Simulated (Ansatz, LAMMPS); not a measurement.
# Elastic response of amorphous Al2O3 (155 atoms), part 2 of 2

How stiff is amorphous Al2O3 (155 atoms), and how do its levels respond to strain?

Ansatz 0.2.0; Kohn-Sham DFT, r2SCAN, PAW (set soft_1), plane waves.

The cell: 62 Al and 93 O. The quench rate of 20 K/ps is many orders above laboratory rates. The network of bonds at the start is that of the classical potential that made the cell. The Brillouin zone is sampled at Γ only.

So far. Step 2 (Single point at the start): The r.m.s. force at the start is 0.35 eV/Å. Step 3 (Cell and atoms relaxed): The relaxation converged after 25 steps, with a largest force component of 0.039 eV/Å.

## Step 4: Single point at the relaxed geometry

One more single point at the end of the walk gives the fuller output and checks the residual forces.

File input.yaml:

```yaml
crystal:
  lattice:
    - [12.09801, -0.00895, -0.20285]
    - [-0.00895, 12.04305, 0.14071]
    - [-0.20285, 0.14071, 12.04101]
  atoms:
    - { symbol: Al, position: [0.91098, 0.0052, 0.35517] }
    - { symbol: Al, position: [0.41436, 0.77625, 0.90817] }
    - { symbol: Al, position: [0.01801, 0.53359, 0.23929] }
    - { symbol: Al, position: [0.87144, 0.35319, 0.64751] }
    - { symbol: Al, position: [0.2394, 0.62568, 0.0212] }
    - { symbol: Al, position: [0.06314, 0.32749, 0.38465] }
    [... 143 atom lines left out ...]
    - { symbol: O, position: [0.20961, 0.04312, 0.1106] }
    - { symbol: O, position: [0.4417, 0.78201, 0.76944] }
    - { symbol: O, position: [0.41483, 0.35169, 0.89487] }
    - { symbol: O, position: [0.87784, 0.07893, 0.07372] }
    - { symbol: O, position: [0.82943, 0.95593, 0.62879] }
    - { symbol: O, position: [0.66546, 0.07251, 0.74999] }
kpoints:
  mp_grid: { grid: [1, 1, 1] }
hamiltonian:
  xc: r2scan
  pseudopotentials: { kind: paw, azcp: { folder: soft_1 } }
scf:
  occupations: { method: fermi_dirac, width: 0.025 }
output:
  forces: true
  stress: true
  populations: true
  dos:
    method: { smearing: { sigma: 0.15 } }
    de: 0.1
    projected: { site_lists: { Al: [Al], O: [O] } }
  eigenvalues: true
  write_density: true
  write_potential: true
  volumetric_format: npy
  elf: true
```

On the command line:

```bash
ansatz run input.yaml --threads 4 --pin off --max-ram 8192MiB --backend cpu --events-out ev --progress --plain --runs-dir out
```

Numbers of over 12 decimals in the logs are rounded to 6 here.

What it wrote:

```text
[...]
Crystal: 155 atoms, lattice volume = 1753.603 Å³
Basis set: ecut = 500 eV, 44463 PW (Γ), exchange–correlation on 360×360×360 points (64 copies of the dense FFT grid, shifted against one another)
Bands: 527, of which v1, the nominal top of the filled ones, is band 372 counted from 1 (371 counted from 0)
Symmetry: 1 space group operations
[...]
k-points: 1
[...]
SCF iter   1: F=—  HF=-86689.970110 eV  |F-HF|=—  |Δ(HF+E_count)|=         —  Δρ=1.28e-1  dr2=2.98e2  dr2_τ=2.99e1  ethr=3.10e-3  ⟨swp⟩=6.0  Hψ=2053  notcnv=0  defer=122
[...]
SCF iter  12: F=-86628.718706 eV  HF=-86628.718706 eV  |F-HF|=1.90e-8  |Δ(HF+E_count)|=   7.39e-7  Δρ=1.71e-6  dr2=4.57e-8  dr2_τ=3.82e-9  ethr=1.34e-11  ⟨swp⟩=22.0  Hψ=5162  notcnv=0
SCF 1 converged in 12 iterations: F = -86628.718706 eV  dr2 = 4.57e-8
[...]
WARN: The input density's exchange-correlation potential varies sharply where the density is thin. Do not read a vacuum level from v_tot or v_xc, or from such a field of the output density. On a cell that repeats whose density bears no net charge and no dipole along the vacuum's axis use v_es (v_loc + v_h of the components); [...]
SCF converged after 12 iterations
Free energy (F): -86628.718706 eV
[...]
Internal energy: -86628.718706 eV  (E = F + TS)
E sigma→0 (E₀):  -86628.718706 eV
Fermi energy:    6.689302 eV
[...]
--- Forces (eV/Å), atoms counted from 1 ---
  atom   1  Al     0.00267219     0.00889445     0.01294372
  atom   2  Al     0.00591586     0.00712771    -0.00906035
  atom   3  Al     0.01339474    -0.01105367     0.01075554
  atom   4  Al    -0.00572622    -0.00687826     0.00768059
  atom   5  Al    -0.01600423     0.00376301    -0.02836096
  atom   6  Al     0.00677117    -0.00950720     0.00118321
  atom   7  Al    -0.00474495    -0.01026329     0.00007609
  atom   8  Al    -0.00508786    -0.00254646     0.01091089
  atom   9  Al    -0.00718921     0.00405491     0.00182242
  atom  10  Al    -0.00334609    -0.00224279    -0.02568255
  atom  11  Al     0.00108665    -0.00231082    -0.00320993
  atom  12  Al    -0.00293924    -0.01365685     0.00976563
  atom  13  Al    -0.00977545     0.01059058    -0.00507554
  atom  14  Al     0.00565437    -0.01977932    -0.00290061
[...]
atom 154  O      0.00411392     0.00358709     0.00263523
  atom 155  O      0.00168546    -0.00278001     0.00172851
  max |Σ_I F_I| component: 6.66e-5 eV/Å
--- Stress (GPa, compression-positive) ---
        0.011091       0.018243      -0.019662
        0.018210       0.014702       0.002255
       -0.019618       0.002235       0.015696
  P = ⅓ Tr σ = 0.0138 GPa (0.138 kbar)
--- Band table (eV) ---
[...]
--- Löwdin populations: 155 sites ---
  site symbol       q [e]
     0     Al      1.5720
     1     Al      1.5960
     2     Al      1.5861
[...]
154      O      6.8759
  spilling = 0.008577 (of n_electrons = 744.000000)
```

It took 1.8 min on 4 threads of Arm Neoverse V2, shared host; peak memory 5 GiB; 7 min of CPU time.

The program notes that the exchange-correlation potential is rough where the density is thin.

Read from the output:

```yaml
free_energy: -86628.7187 eV
free_energy_per_atom: -558.8950 eV/atom
scf_cycles: 12
pressure: 0.01383 GPa
r_m_s_force_component: 0.00956 eV/Å
longest_force: 0.04934 eV/Å
fermi_energy: 6.689 eV
spacing_of_highest_filled_and_lowest_empty_level: 4.014 eV
spilling_of_the_projection: 0.008577
```

Löwdin charges by element and coordination (they lack the spilled electrons, 0.041 e an atom on average):

| element | coordination | atoms | mean charge (e) | spread | least | most |
| --- | --- | --- | --- | --- | --- | --- |
| Al | all | 62 | 1.41 | 0.0236 | 1.35 | 1.47 |
| Al | 4 | 35 | 1.42 | 0.0174 | 1.39 | 1.47 |
| Al | 5 | 25 | 1.40 | 0.0179 | 1.37 | 1.44 |
| Al | 6 | 2 | 1.35 | 0.0074 | 1.35 | 1.36 |
| O | all | 93 | -0.872 | 0.0129 | -0.912 | -0.85 |
| O | 2 | 7 | -0.9 | 0.0102 | -0.912 | -0.882 |
| O | 3 | 82 | -0.870 | 0.0098 | -0.891 | -0.85 |
| O | 4 | 3 | -0.862 | 0.0139 | -0.882 | -0.852 |
| O | 5 | 1 | -0.860 | 0 | -0.860 | -0.860 |

States in the cell by windows of 1 eV, zero at the Fermi level; the larger projections on atomic orbitals stand beside the total:

| from (eV) | to (eV) | total | O p | Al p | Al s |
| --- | --- | --- | --- | --- | --- |
| -10 | -9 | 9.6 | 7.3 | 0.6 | 1.5 |
| -9 | -8 | 58.7 | 45.0 | 4.2 | 8.0 |
| -8 | -7 | 68.5 | 53.8 | 8.7 | 4.2 |
| -7 | -6 | 83.8 | 69.1 | 10.3 | 2.3 |
| -6 | -5 | 100.8 | 88.6 | 8.6 | 1.3 |
| -5 | -4 | 103.1 | 95.8 | 4.5 | 0.6 |
| -4 | -3 | 100.1 | 95.3 | 2.5 | 0.3 |
| -3 | -2 | 32.4 | 31.1 | 0.7 | 0.1 |
| -2 | -1 | 1.0 | 1.0 | 0.0 | 0.0 |
| -1 | 1 | 0.0 | 0.0 | 0.0 | 0.0 |
| 1 | 2 | 0.9 | 0.0 | 0.1 | 0.5 |
| 2 | 3 | 1.1 | 0.0 | 0.1 | 0.7 |
| 3 | 4 | 10.0 | 1.3 | 3.8 | 2.2 |
| 4 | 5 | 20.4 | 2.8 | 9.4 | 3.3 |

Between -23 and -10 eV lie 186 more states.

The levels nearest the highest filled one (over half full), pooled over k-points and spins:

| level less the highest filled one (eV) | occupation |
| --- | --- |
| -0.653 | 2 |
| -0.586 | 2 |
| -0.528 | 2 |
| -0.450 | 2 |
| -0.359 | 2 |
| 0 | 2 |
| 4.01 | 0 |
| 5.46 | 0 |
| 5.59 | 0 |
| 5.65 | 0 |
| 5.70 | 0 |
| 5.81 | 0 |

Valence density in the ac plane at fractional y = 0.199, with atoms of Al and O within 0.2 Å of it. It is the smooth field of the valence electrons, not physical close to the nuclei.

Ten steps, logarithmic in the rise over the least value, from '0' (0.0 e/Å³) to '9' (7.0 e/Å³), each cell a mean:
```
2232222221100000135899632234432111
3443222222100000024676422468863212
2332111122100000001222112589974211
1221111211000000000001112467752100
0011245542100011110001111233321000
1112468874211235542112211123321000
2223479975212468974211221246653111
3332356653112479985211111368985312
3322223333212356653100001358985312
1222221234432222221000000134543211
1133432345542100111110000011221100
0134543345432101123321000001122210
0123432222333322233332122211233321
0112222101245654222222355432223321
1000112211356764322223566542112221
2100122222235553334333455432222333
2111122221123322456643333334433343
2111111111221112567753111345543333
2233321112343212456542111344443222
3577632124554311122221122222221101
4799842123554210000001122111122212
4688642112322100000111111111122222
2344422111100000012454311111122221
1122222211000000125798531111111111
```
Columns run along a (12.1 Å), rows up along c (12.0 Å). Atoms in or near the plane, at fractional coordinates: Al at (0.94, 0.18), Al at (0.68, 0.25), Al at (0.40, 0.26), Al at (0.73, 0.77), Al at (0.25, 0.43), O at (0.20, 0.74), O at (0.60, 0.98), O at (0.83, 0.66), O at (0.47, 0.69), O at (0.81, 0.89), O at (0.08, 0.13).

ELF in the ac plane at fractional y = 0.199, with atoms of Al and O within 0.2 Å of it. It is the smooth field of the valence electrons, not physical close to the nuclei.

Values, 13 rows by 16 columns, each cell a mean:
```
0.48 0.38 0.12 0.12 0.19 0.07 0.01 0.08 0.59 0.67 0.71 0.21 0.65 0.63 0.28 0.13
0.55 0.42 0.07 0.09 0.22 0.08 0.01 0.01 0.15 0.35 0.18 0.32 0.76 0.71 0.51 0.14
0.07 0.10 0.50 0.60 0.32 0.05 0.18 0.34 0.19 0.03 0.08 0.07 0.34 0.34 0.10 0.02
0.30 0.20 0.70 0.69 0.68 0.11 0.72 0.68 0.67 0.08 0.10 0.06 0.54 0.69 0.39 0.07
0.50 0.13 0.30 0.38 0.25 0.09 0.54 0.71 0.56 0.07 0.02 0.18 0.76 0.67 0.59 0.15
0.14 0.41 0.33 0.21 0.72 0.54 0.09 0.13 0.12 0.13 0.03 0.05 0.32 0.37 0.17 0.06
0.16 0.67 0.62 0.20 0.48 0.25 0.21 0.12 0.43 0.42 0.09 0.20 0.11 0.23 0.42 0.14
0.07 0.19 0.18 0.04 0.05 0.65 0.78 0.45 0.08 0.10 0.51 0.77 0.48 0.12 0.29 0.12
0.20 0.04 0.12 0.11 0.08 0.49 0.63 0.29 0.53 0.40 0.44 0.66 0.29 0.21 0.23 0.50
0.11 0.11 0.10 0.06 0.13 0.23 0.04 0.42 0.80 0.76 0.12 0.09 0.56 0.64 0.22 0.38
0.56 0.71 0.55 0.10 0.59 0.76 0.34 0.23 0.45 0.29 0.06 0.12 0.22 0.39 0.10 0.05
0.68 0.66 0.62 0.10 0.45 0.59 0.24 0.02 0.06 0.13 0.08 0.14 0.06 0.06 0.13 0.13
0.15 0.32 0.16 0.09 0.07 0.06 0.01 0.07 0.52 0.72 0.65 0.17 0.09 0.07 0.08 0.06
```
Columns run along a (12.1 Å), rows up along c (12.0 Å). Atoms in or near the plane, at fractional coordinates: Al at (0.94, 0.18), Al at (0.68, 0.25), Al at (0.40, 0.26), Al at (0.73, 0.77), Al at (0.25, 0.43), O at (0.20, 0.74), O at (0.60, 0.98), O at (0.83, 0.66), O at (0.47, 0.69), O at (0.81, 0.89), O at (0.08, 0.13).

Filled and empty levels are parted by 4.01 eV (at Γ alone); a semilocal functional tends to put such gaps too low. In a disordered cell it changes from sample to sample, and tail or defect levels can set it. Mean Löwdin charges: Al +1.41, O -0.87 e (they miss 0.86 % of the electrons, so they add up to more than the cell's charge). The largest share in the top eV of filled states is O p (97 % of the projected weight), and in the lowest eV of empty states Al s (63 % of the projected weight).

## Step 5: Volume -3 %

The relaxed cell is scaled evenly and the atoms are relaxed again; the stress at the end gives one point of P(V).

input.yaml, the sections that differ from step 4:

```yaml
crystal:
  lattice:
    - [11.9758, -0.00886, -0.2008]
    - [-0.00886, 11.92139, 0.13929]
    - [-0.2008, 0.13929, 11.91938]
  atoms:
    [... the 155 atom lines of step 4 ...]
output:
  forces: true
  eigenvalues: true
  stress: true
relax:
  f_tol: 0.05
  max_steps: 70
# kpoints, hamiltonian, scf: as in step 4
```

What it wrote:

```text
Warning: output.stress: scf.convergence.dr2_threshold = 1e-7 eV (the SCF's general default) is looser than the 1.08e-8 eV advised for a printed stress (1e-10 eV for each atom of the cell: 155, of which 108 are counted). What an SCF threshold leaves in a stress goes as its square root, and in the free energy as the threshold itself, and one threshold admits the most on a small cell: [...]
[...]
Crystal: 155 atoms, lattice volume = 1700.995 Å³
Basis set: ecut = 500 eV, 43173 PW (Γ), exchange–correlation on 360×360×360 points (64 copies of the dense FFT grid, shifted against one another)
Bands: 527, of which v1, the nominal top of the filled ones, is band 372 counted from 1 (371 counted from 0)
Symmetry: 1 space group operations
[...]
k-points: 1
[...]
SCF iter   1: F=—  HF=-86691.584304 eV  |F-HF|=—  |Δ(HF+E_count)|=         —  Δρ=1.32e-1  dr2=3.06e2  dr2_τ=3.14e1  ethr=3.10e-3  ⟨swp⟩=6.0  Hψ=2267  notcnv=0  defer=49
[...]
SCF iter  10: F=-86627.754754 eV  HF=-86627.754754 eV  |F-HF|=2.83e-7  |Δ(HF+E_count)|=   2.20e-5  Δρ=1.82e-5  dr2=4.38e-6  dr2_τ=4.76e-7  ethr=1.16e-9  ⟨swp⟩=6.0  Hψ=2021  notcnv=0
SCF 1 converged in 10 iterations: F = -86627.754754 eV  dr2 = 4.38e-6
[...]
relax step   1: F+E_penalty+E_count = -86627.75475409 eV  Δ(F+E_penalty+E_count) = +0.000e0 eV  max|allowed force component| = 3.838e-1 eV/Å  Δτ_max = 0.0000 Å  (10 SCF iters, dr2 threshold 6.25e-5 eV, accepted)
[...]
relax step   2: F+E_penalty+E_count = -86627.93065753 eV  Δ(F+E_penalty+E_count) = -1.759e-1 eV  max|allowed force component| = 2.589e-1 eV/Å  Δτ_max = 0.0305 Å  (6 SCF iters, dr2 threshold 9.21e-6 eV, accepted)
[...]
relax step   3: F+E_penalty+E_count = -86628.07428814 eV  Δ(F+E_penalty+E_count) = -1.436e-1 eV  max|allowed force component| = 1.623e-1 eV/Å  Δτ_max = 0.0498 Å  (7 SCF iters, dr2 threshold 4.19e-6 eV, accepted)
relax step   4: F+E_penalty+E_count = -86628.13568964 eV  Δ(F+E_penalty+E_count) = -6.140e-2 eV  max|allowed force component| = 1.437e-1 eV/Å  Δτ_max = 0.1123 Å  (7 SCF iters, dr2 threshold 1.04e-5 eV, accepted)
relax step   5: F+E_penalty+E_count = -86628.14705844 eV  Δ(F+E_penalty+E_count) = -1.137e-2 eV  max|allowed force component| = 1.058e-1 eV/Å  Δτ_max = 0.1175 Å  (7 SCF iters, dr2 threshold 8.12e-6 eV, accepted)
relax step   6: F+E_penalty+E_count = -86628.14910106 eV  Δ(F+E_penalty+E_count) = -2.043e-3 eV  max|allowed force component| = 2.596e-2 eV/Å  Δτ_max = 0.0159 Å  (6 SCF iters, dr2 threshold 6.07e-6 eV, accepted)
[...]
relax step   7: F+E_penalty+E_count = -86628.14910123 eV  Δ(F+E_penalty+E_count) = -1.751e-7 eV  max|allowed force component| = 2.595e-2 eV/Å  Δτ_max = 0.0000 Å  (3 SCF iters, accepted)
[...]
SCF iter   2: F=-86628.149101 eV  HF=-86628.149101 eV  |F-HF|=7.54e-9  |Δ(HF+E_count)|=   5.27e-9  Δρ=4.73e-7  dr2=6.27e-9  dr2_τ=4.13e-10  ethr=3.33e-12  ⟨swp⟩=3.0  Hψ=1202  notcnv=0
SCF 8 converged in 2 iterations: F = -86628.149101 eV  dr2 = 6.27e-9
SCF converged after 2 iterations
Free energy (F): -86628.149101 eV
[...]
Internal energy: -86628.149101 eV  (E = F + TS)
E sigma→0 (E₀):  -86628.149101 eV
Fermi energy:    7.043999 eV
[...]
--- Forces (eV/Å), atoms counted from 1 ---
  atom   1  Al    -0.00185333    -0.00086681     0.00539381
  atom   2  Al     0.00936134    -0.00227538    -0.00382173
  atom   3  Al    -0.00065057    -0.00467700     0.00777464
  atom   4  Al    -0.00237614     0.00323716    -0.00082790
  atom   5  Al    -0.00228930    -0.00488742    -0.00130616
  atom   6  Al    -0.00380222     0.00624927    -0.00046299
  atom   7  Al    -0.00097999     0.00278877    -0.00014105
  atom   8  Al    -0.00298601    -0.00360173    -0.00108154
  atom   9  Al     0.00293806    -0.01152849    -0.02595249
  atom  10  Al    -0.00009739    -0.00204856    -0.00389989
  atom  11  Al     0.00640015    -0.00450605    -0.00335822
  atom  12  Al    -0.00382375     0.00099235    -0.00394555
  atom  13  Al    -0.00023465     0.00255330     0.01215562
  atom  14  Al    -0.00001237     0.00061595    -0.00159930
[...]
atom 154  O      0.00084578     0.00382503    -0.00061936
  atom 155  O     -0.00192047     0.00192471    -0.00159561
  max |Σ_I F_I| component: 8.54e-5 eV/Å
--- Stress (GPa, compression-positive) ---
        3.677692       0.351320      -0.224933
        0.351296       3.002829       0.166232
       -0.224895       0.166207       3.714279
  P = ⅓ Tr σ = 3.4649 GPa (34.649 kbar)
--- Band table (eV) ---
[...]
--- Relaxed structure (7 steps of the walk, 7 accepted, 0 SCFs on fresh bases) ---
  F+E_penalty+E_count = -86628.14910123 eV   max|allowed force component| = 2.595e-2 eV/Å
  atoms:
    - { symbol: Al, position: [0.907947, 0.00759828, 0.352993] }
    - { symbol: Al, position: [0.418913, 0.772919, 0.908814] }
    - { symbol: Al, position: [0.015038, 0.536139, 0.238368] }
    - { symbol: Al, position: [0.870120, 0.355209, 0.646384] }
[...]
- { symbol: O, position: [0.667875, 0.071868, 0.752524] }
```

The job ended after 7.3 min (4 threads; peak memory 5 GiB; 29 min of CPU time).

The program notes that the SCF threshold is loose for the stress.

The relaxation converged after 7 steps, 0.394 eV below its start, with a largest force component of 0.026 eV/Å.

Volume -3 %: the energy stands 0.570 eV above that of the reference, at a pressure of 3.46 GPa.

## Step 6: Volume +3 %

The relaxed cell is scaled to another volume.

input.yaml, the sections that differ from step 5:

```yaml
crystal:
  lattice:
    - [12.2178, -0.00904, -0.20486]
    - [-0.00904, 12.1623, 0.1421]
    - [-0.20486, 0.1421, 12.16024]
  atoms:
    [... the 155 atom lines of step 4 ...]
# kpoints, hamiltonian, scf, output, relax: as in step 5
```

What it wrote:

```text
[...]
Crystal: 155 atoms, lattice volume = 1806.212 Å³
Basis set: ecut = 500 eV, 45855 PW (Γ), exchange–correlation on 360×360×360 points (64 copies of the dense FFT grid, shifted against one another)
Bands: 527, of which v1, the nominal top of the filled ones, is band 372 counted from 1 (371 counted from 0)
Symmetry: 1 space group operations
[...]
k-points: 1
[...]
SCF iter   1: F=—  HF=-86686.853133 eV  |F-HF|=—  |Δ(HF+E_count)|=         —  Δρ=1.23e-1  dr2=2.92e2  dr2_τ=2.86e1  ethr=3.10e-3  ⟨swp⟩=6.0  Hψ=2050  notcnv=0  defer=124
[...]
SCF iter   9: F=—  HF=-86627.854319 eV  |F-HF|=—  |Δ(HF+E_count)|=   2.21e-4  Δρ=2.36e-5  dr2=1.07e-5  dr2_τ=7.81e-7  ethr=8.40e-9  ⟨swp⟩=20.0  Hψ=3446  notcnv=0
SCF iter  10: F=-86627.854343 eV  HF=-86627.854341 eV  |F-HF|=1.48e-6  |Δ(HF+E_count)|=   2.19e-5  Δρ=1.82e-5  dr2=4.86e-6  dr2_τ=5.18e-7  ethr=1.43e-9  ⟨swp⟩=6.0  Hψ=2177  notcnv=0
SCF 1 converged in 10 iterations: F = -86627.854343 eV  dr2 = 4.86e-6
[...]
relax step   1: F+E_penalty+E_count = -86627.85434266 eV  Δ(F+E_penalty+E_count) = +0.000e0 eV  max|allowed force component| = 3.445e-1 eV/Å  Δτ_max = 0.0000 Å  (10 SCF iters, dr2 threshold 6.25e-5 eV, accepted)
[...]
relax step   2: F+E_penalty+E_count = -86628.01854287 eV  Δ(F+E_penalty+E_count) = -1.642e-1 eV  max|allowed force component| = 2.273e-1 eV/Å  Δτ_max = 0.0334 Å  (6 SCF iters, dr2 threshold 7.42e-6 eV, accepted)
[...]
relax step   3: F+E_penalty+E_count = -86628.13206424 eV  Δ(F+E_penalty+E_count) = -1.135e-1 eV  max|allowed force component| = 1.019e-1 eV/Å  Δτ_max = 0.0423 Å  (7 SCF iters, dr2 threshold 3.23e-6 eV, accepted)
relax step   4: F+E_penalty+E_count = -86628.17659713 eV  Δ(F+E_penalty+E_count) = -4.453e-2 eV  max|allowed force component| = 7.085e-2 eV/Å  Δτ_max = 0.0804 Å  (9 SCF iters, accepted)
[...]
relax step   5: F+E_penalty+E_count = -86628.18134338 eV  Δ(F+E_penalty+E_count) = -4.746e-3 eV  max|allowed force component| = 2.932e-2 eV/Å  Δτ_max = 0.0307 Å  (8 SCF iters, accepted)
[...]
SCF iter   2: F=-86628.181343 eV  HF=-86628.181343 eV  |F-HF|=3.46e-9  |Δ(HF+E_count)|=   3.16e-9  Δρ=3.25e-7  dr2=2.43e-9  dr2_τ=1.16e-10  ethr=1.11e-12  ⟨swp⟩=3.0  Hψ=904  notcnv=0
SCF 6 converged in 2 iterations: F = -86628.181343 eV  dr2 = 2.43e-9
SCF converged after 2 iterations
Free energy (F): -86628.181343 eV
[...]
Internal energy: -86628.181343 eV  (E = F + TS)
E sigma→0 (E₀):  -86628.181343 eV
Fermi energy:    6.338015 eV
[...]
Σ components = -86628.181343   (vs F -86628.181343, Δ=0.00e0)
--- Forces (eV/Å), atoms counted from 1 ---
  atom   1  Al     0.00314749    -0.00481508     0.00243889
  atom   2  Al     0.00619246    -0.00636940     0.00273823
  atom   3  Al    -0.00361578    -0.01152271     0.00388585
  atom   4  Al    -0.00336065     0.01152392    -0.01189379
[...]
atom 155  O      0.00184511     0.00315677     0.00385557
  max |Σ_I F_I| component: 1.44e-4 eV/Å
--- Stress (GPa, compression-positive) ---
       -3.425764      -0.235389       0.137601
       -0.235429      -2.970478      -0.106664
        0.137645      -0.106682      -3.377176
  P = ⅓ Tr σ = -3.2578 GPa (-32.578 kbar)
--- Band table (eV) ---
[...]
--- Relaxed structure (5 steps of the walk, 5 accepted, 0 SCFs on fresh bases) ---
  F+E_penalty+E_count = -86628.18134338 eV   max|allowed force component| = 2.932e-2 eV/Å
  atoms:
    - { symbol: Al, position: [0.914915, 0.00332941, 0.358348] }
    - { symbol: Al, position: [0.411245, 0.778869, 0.907302] }
    - { symbol: Al, position: [0.020693, 0.531888, 0.239753] }
    - { symbol: Al, position: [0.872693, 0.352303, 0.648139] }
[...]
- { symbol: O, position: [0.663379, 0.073943, 0.747833] }
```

Elapsed: 6.4 min, on 4 threads; peak memory 5.1 GiB.

The relaxation converged after 5 steps, 0.327 eV below its start, with a largest force component of 0.029 eV/Å.

Volume +3 %: the energy stands 0.537 eV above that of the reference, at a pressure of -3.26 GPa.

## Step 7: Pressure against volume

Atoms are relaxed at each volume, in the scaled cell.

| volume change (%) | volume (Å³/atom) | energy change (meV/atom) | pressure (GPa) | largest move on relaxing (Å) | bonds | gap (eV) |
| --- | --- | --- | --- | --- | --- | --- |
| -3 | 10.974 | 3.67 | 3.46 | 0.18 | 281 | 4.22 |
| +0 | 11.314 | 0.00 | 0.01 | - | 277 | 4.01 |
| +3 | 11.653 | 3.47 | -3.26 | 0.10 | 275 | 3.83 |

## Step 8: What came out

The bulk modulus, from the slope of pressure against ln V over the three points nearest the relaxed volume, is 112 GPa. The count of bonds runs from 275 to 281 over the series, so at some points contacts cross the cutoffs. The gap goes from 4.22 eV at the smallest volume to 3.83 eV at the largest, -6.6 eV per unit of ln V by a straight line, on the run's k-points.

**Limits.** Strains are finite and relaxations stop at the force tolerance of the input, which can leave moduli too stiff; they are those of a static cell at zero temperature. Volumes are changed with the cell's shape held, so in an anisotropic solid the modulus lies over the one under free hydrostatic load. The program notes that the SCF threshold of the relaxations is loose for the stress.

The DFT runs together took 40 min of wall time.

[Logs are printed without paths, hosts, clocks, repeated set-up lines and the standing remarks that a program may print on its own settings, such as how far it seeks lower states.]

[Hosts, paths, dates, database ids (printed as entryN), source tags and the programs' standing remarks are cut or masked in the printed files.]
